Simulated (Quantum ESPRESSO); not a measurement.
# MnO2: which magnetic order is lowest, part 3 of 3

Aim: find out which collinear order of MnO2 costs least.

Quantum ESPRESSO 7.5; PBEsol; plane waves with GBRV 1.5 PBEsol potentials, no spin-orbit coupling.

So far, absolute magnetization (μB): step 2 (run 1, typed as ferro ++++) 12.2; step 3 (run 2 (antiferro ++−−)) 11.9; step 4 (run 3 (ferri +++−)) 12.0; step 6 (the lowest state again, with its states saved) 12.0.

## Step 7: Löwdin moments

Level of this step: PBEsol; plane waves with GBRV 1.5 PBEsol potentials, no spin-orbit coupling, projections on orthogonalised atomic orbitals (Quantum ESPRESSO).

projwfc.x projects the saved states on orthogonalised atomic orbitals of the pseudopotential files.

What it wrote:

```text
[banner, memory and clock lines left out]
Program PROJWFC v.7.5 starts

     [... lines left out ...]
     IMPORTANT: XC functional enforced from input :
     Exchange-correlation= PBESOL
                           (   1   4  10   8   0   0   0)
     Any further DFT definition will be discarded
     Please, verify this is what you really want

     G-vector sticks info

     Check: negative core charge=   -0.000041

     Gaussian broadening (read from input): ngauss,degauss=   0    0.010000

     Calling projwave ....

  Problem Sizes
  natomwfc =           84
  nbnd     =           78
  nkstot   =           26
  npwx     =         3759
  nkb      =          176

     Atomic states used for projection
     (read from pseudopotential files):

     state #   1: atom   1 (Mn1), wfc  1 (l=0 m= 1)
     state #   2: atom   1 (Mn1), wfc  2 (l=1 m= 1)
     state #   3: atom   1 (Mn1), wfc  2 (l=1 m= 2)
     state #   4: atom   1 (Mn1), wfc  2 (l=1 m= 3)
     state #   5: atom   1 (Mn1), wfc  3 (l=0 m= 1)
     state #   6: atom   1 (Mn1), wfc  4 (l=2 m= 1)
     state #   7: atom   1 (Mn1), wfc  4 (l=2 m= 2)
     state #   8: atom   1 (Mn1), wfc  4 (l=2 m= 3)
     state #   9: atom   1 (Mn1), wfc  4 (l=2 m= 4)
     state #  10: atom   1 (Mn1), wfc  4 (l=2 m= 5)
     state #  11: atom   1 (Mn1), wfc  5 (l=1 m= 1)
     state #  12: atom   1 (Mn1), wfc  5 (l=1 m= 2)
     state #  13: atom   1 (Mn1), wfc  5 (l=1 m= 3)
     state #  14: atom   2 (Mn1), wfc  1 (l=0 m= 1)
[...]
state #  41: atom   4 (Mn2), wfc  2 (l=1 m= 1)
     state #  42: atom   4 (Mn2), wfc  2 (l=1 m= 2)
     state #  43: atom   4 (Mn2), wfc  2 (l=1 m= 3)
     state #  44: atom   4 (Mn2), wfc  3 (l=0 m= 1)
     state #  45: atom   4 (Mn2), wfc  4 (l=2 m= 1)
     state #  46: atom   4 (Mn2), wfc  4 (l=2 m= 2)
     state #  47: atom   4 (Mn2), wfc  4 (l=2 m= 3)
     state #  48: atom   4 (Mn2), wfc  4 (l=2 m= 4)
     state #  49: atom   4 (Mn2), wfc  4 (l=2 m= 5)
     state #  50: atom   4 (Mn2), wfc  5 (l=1 m= 1)
     state #  51: atom   4 (Mn2), wfc  5 (l=1 m= 2)
     state #  52: atom   4 (Mn2), wfc  5 (l=1 m= 3)
     state #  53: atom   5 (O  ), wfc  1 (l=0 m= 1)
     state #  54: atom   5 (O  ), wfc  2 (l=1 m= 1)
     state #  55: atom   5 (O  ), wfc  2 (l=1 m= 2)
     state #  56: atom   5 (O  ), wfc  2 (l=1 m= 3)
     state #  57: atom   6 (O  ), wfc  1 (l=0 m= 1)
     state #  58: atom   6 (O  ), wfc  2 (l=1 m= 1)
     state #  59: atom   6 (O  ), wfc  2 (l=1 m= 2)
     state #  60: atom   6 (O  ), wfc  2 (l=1 m= 3)
     state #  61: atom   7 (O  ), wfc  1 (l=0 m= 1)
     state #  62: atom   7 (O  ), wfc  2 (l=1 m= 1)
     state #  63: atom   7 (O  ), wfc  2 (l=1 m= 2)
     state #  64: atom   7 (O  ), wfc  2 (l=1 m= 3)
     state #  65: atom   8 (O  ), wfc  1 (l=0 m= 1)
     state #  66: atom   8 (O  ), wfc  2 (l=1 m= 1)
[...]
state #  73: atom  10 (O  ), wfc  1 (l=0 m= 1)
     state #  74: atom  10 (O  ), wfc  2 (l=1 m= 1)
     state #  75: atom  10 (O  ), wfc  2 (l=1 m= 2)
     state #  76: atom  10 (O  ), wfc  2 (l=1 m= 3)
     state #  77: atom  11 (O  ), wfc  1 (l=0 m= 1)
     state #  78: atom  11 (O  ), wfc  2 (l=1 m= 1)
     state #  79: atom  11 (O  ), wfc  2 (l=1 m= 2)
     state #  80: atom  11 (O  ), wfc  2 (l=1 m= 3)
     state #  81: atom  12 (O  ), wfc  1 (l=0 m= 1)
     state #  82: atom  12 (O  ), wfc  2 (l=1 m= 1)
     state #  83: atom  12 (O  ), wfc  2 (l=1 m= 2)
     state #  84: atom  12 (O  ), wfc  2 (l=1 m= 3)

 [... projections of the bands left out ...]

Lowdin Charges:

     Atom #   1: total charge =  14.4667, s =  2.3288, p =  6.9876, d =  5.1503,
                 spin up      =   8.6465, s =  1.1737,
                 spin up      =   8.6465, p =  3.5021, pz=  1.1674, px=  1.1674, py=  1.1672,
                 spin up      =   8.6465, d =  3.9707, dz2=  0.5134, dxz=  0.9904, dyz=  0.9817, dx2-y2=  0.5037, dxy=  0.9817,
                 spin down    =   5.8202, s =  1.1551,
[...]
spin down    =   5.8202, p =  3.4855, pz=  1.1616, px=  1.1622, py=  1.1616,
                 spin down    =   5.8202, d =  1.1796, dz2=  0.3467, dxz=  0.1621, dyz=  0.1516, dx2-y2=  0.3571, dxy=  0.1621,
                 polarization =   2.8263, s =  0.0185, p =  0.0166, d =  2.7912,
     Atom #   3: total charge =  14.4667, s =  2.3288, p =  6.9876, d =  5.1503,
                 spin up      =   8.6465, s =  1.1737,
                 spin up      =   8.6465, p =  3.5021, pz=  1.1672, px=  1.1674, py=  1.1674,
                 spin up      =   8.6465, d =  3.9707, dz2=  0.4988, dxz=  0.9817, dyz=  0.9817, dx2-y2=  0.5182, dxy=  0.9904,
                 spin down    =   5.8202, s =  1.1551,
                 spin down    =   5.8202, p =  3.4855, pz=  1.1622, px=  1.1616, py=  1.1616,
                 spin down    =   5.8202, d =  1.1796, dz2=  0.3623, dxz=  0.1621, dyz=  0.1621, dx2-y2=  0.3415, dxy=  0.1516,
                 polarization =   2.8263, s =  0.0185, p =  0.0166, d =  2.7912,
     Atom #   4: total charge =  14.4808, s =  2.3298, p =  6.9880, d =  5.1631,
                 spin up      =   5.9018, s =  1.1629,
                 spin up      =   5.9018, p =  3.4880, pz=  1.1627, px=  1.1627, py=  1.1627,
                 spin up      =   5.9018, d =  1.2509, dz2=  0.3658, dxz=  0.1731, dyz=  0.1731, dx2-y2=  0.3658, dxy=  0.1731,
                 spin down    =   8.5790, s =  1.1669,
                 spin down    =   8.5790, p =  3.5000, pz=  1.1667, px=  1.1667, py=  1.1667,
                 spin down    =   8.5790, d =  3.9121, dz2=  0.4910, dxz=  0.9767, dyz=  0.9767, dx2-y2=  0.4910, dxy=  0.9767,
                 polarization =  -2.6771, s = -0.0040, p = -0.0119, d = -2.6612,
     Atom #   5: total charge =   6.2406, s =  1.6278, p =  4.6128, d =  0.0000,
                 spin up      =   3.1326, s =  0.8151,
                 spin up      =   3.1326, p =  2.3174, pz=  0.7467, px=  0.8241, py=  0.7467,
                 spin up      =   3.1326, d =  0.0000, dz2=  0.0000, dxz=  0.0000, dyz=  0.0000, dx2-y2=  0.0000, dxy=  0.0000,
                 spin down    =   3.1080, s =  0.8127,
                 spin down    =   3.1080, p =  2.2954, pz=  0.7898, px=  0.7158, py=  0.7898,
                 spin down    =   3.1080, d =  0.0000, dz2=  0.0000, dxz=  0.0000, dyz=  0.0000, dx2-y2=  0.0000, dxy=  0.0000,
                 polarization =   0.0245, s =  0.0025, p =  0.0221, d =  0.0000,
     Atom #   6: total charge =   6.2406, s =  1.6278, p =  4.6128, d =  0.0000,
                 spin up      =   3.1326, s =  0.8151,
                 spin up      =   3.1326, p =  2.3174, pz=  0.7467, px=  0.7467, py=  0.8241,
                 spin up      =   3.1326, d =  0.0000, dz2=  0.0000, dxz=  0.0000, dyz=  0.0000, dx2-y2=  0.0000, dxy=  0.0000,
                 spin down    =   3.1080, s =  0.8127,
                 spin down    =   3.1080, p =  2.2954, pz=  0.7898, px=  0.7898, py=  0.7158,
                 spin down    =   3.1080, d =  0.0000, dz2=  0.0000, dxz=  0.0000, dyz=  0.0000, dx2-y2=  0.0000, dxy=  0.0000,
                 polarization =   0.0245, s =  0.0025, p =  0.0221, d =  0.0000,
     Atom #   7: total charge =   6.2400, s =  1.6295, p =  4.6105, d =  0.0000,
                 spin up      =   3.1306, s =  0.8181,
                 spin up      =   3.1306, p =  2.3125, pz=  0.7708, px=  0.7708, py=  0.7708,
                 spin up      =   3.1306, d =  0.0000, dz2=  0.0000, dxz=  0.0000, dyz=  0.0000, dx2-y2=  0.0000, dxy=  0.0000,
                 spin down    =   3.1094, s =  0.8114,
                 spin down    =   3.1094, p =  2.2979, pz=  0.7660, px=  0.7660, py=  0.7660,
                 spin down    =   3.1094, d =  0.0000, dz2=  0.0000, dxz=  0.0000, dyz=  0.0000, dx2-y2=  0.0000, dxy=  0.0000,
                 polarization =   0.0212, s =  0.0066, p =  0.0146, d =  0.0000,
     Atom #   8: total charge =   6.2406, s =  1.6278, p =  4.6128, d =  0.0000,
                 spin up      =   3.1326, s =  0.8151,
                 spin up      =   3.1326, p =  2.3174, pz=  0.8241, px=  0.7467, py=  0.7467,
                 spin up      =   3.1326, d =  0.0000, dz2=  0.0000, dxz=  0.0000, dyz=  0.0000, dx2-y2=  0.0000, dxy=  0.0000,
                 spin down    =   3.1080, s =  0.8127,
                 spin down    =   3.1080, p =  2.2954, pz=  0.7158, px=  0.7898, py=  0.7898,
                 spin down    =   3.1080, d =  0.0000, dz2=  0.0000, dxz=  0.0000, dyz=  0.0000, dx2-y2=  0.0000, dxy=  0.0000,
                 polarization =   0.0245, s =  0.0025, p =  0.0221, d =  0.0000,
     Atom #   9: total charge =   6.2406, s =  1.6278, p =  4.6128, d =  0.0000,
                 spin up      =   3.1326, s =  0.8151,
                 spin up      =   3.1326, p =  2.3174, pz=  0.7467, px=  0.7467, py=  0.8241,
                 spin up      =   3.1326, d =  0.0000, dz2=  0.0000, dxz=  0.0000, dyz=  0.0000, dx2-y2=  0.
```

Run time: 4.4 s. Hardware: 4 MPI ranks of Arm Neoverse N1, shared host; peak memory 0.38 GiB; 18 s of CPU time.

```tsv
atom	moment in the sphere (μB)	Löwdin moment (μB)	Löwdin charge (e)
Mn1	2.451	2.826	14.467
Mn2	2.451	2.826	14.467
Mn3	2.451	2.826	14.467
Mn4	-2.327	-2.677	14.481
O5	0.021	0.025	6.241
O6	0.021	0.025	6.241
O7	0.021	0.021	6.240
O8	0.021	0.025	6.241
O9	0.021	0.025	6.241
O10	0.021	0.025	6.241
O11	0.021	0.025	6.241
O12	0.021	0.021	6.240
```

## Step 8: What came out

| Item | Value |
| --- | --- |
| lowest state found | ferrimagnetic (from ferri +++-) |
| largest site moment | 2.45 μB |
| next state with moments | antiferromagnetic, 0.715 meV a seeded atom higher |

What this shows: The two lowest states lie so close that the mesh, the smearing, the functional or spin–orbit coupling could swap them. The largest moment reads 2.45 μB in the sphere and 2.83 μB by Löwdin projection; a site moment hangs on how space is shared out. Only these 3 starts were compared; other wavevectors, canted and longer-period orders were not. No Hubbard term acts here. In such compounds local and semilocal functionals without one often delocalise the d electrons, and can shrink or lose moments and miss the size, sign and order of the couplings.

[Logs and program files are shortened in this print: banners, set-up blocks, solver, clock and traceback lines can be left out without a mark of their own.]

[Logs are printed without paths, hosts, clocks, repeated set-up lines and the standing remarks that a program may print on its own settings, such as how far it seeks lower states.]

[Hosts, paths, dates, database ids (printed as entryN), source tags and the programs' standing remarks are cut or masked in the printed files.]

[Where a cell is said to come from a database of computed structures, the database is the Materials Project.]
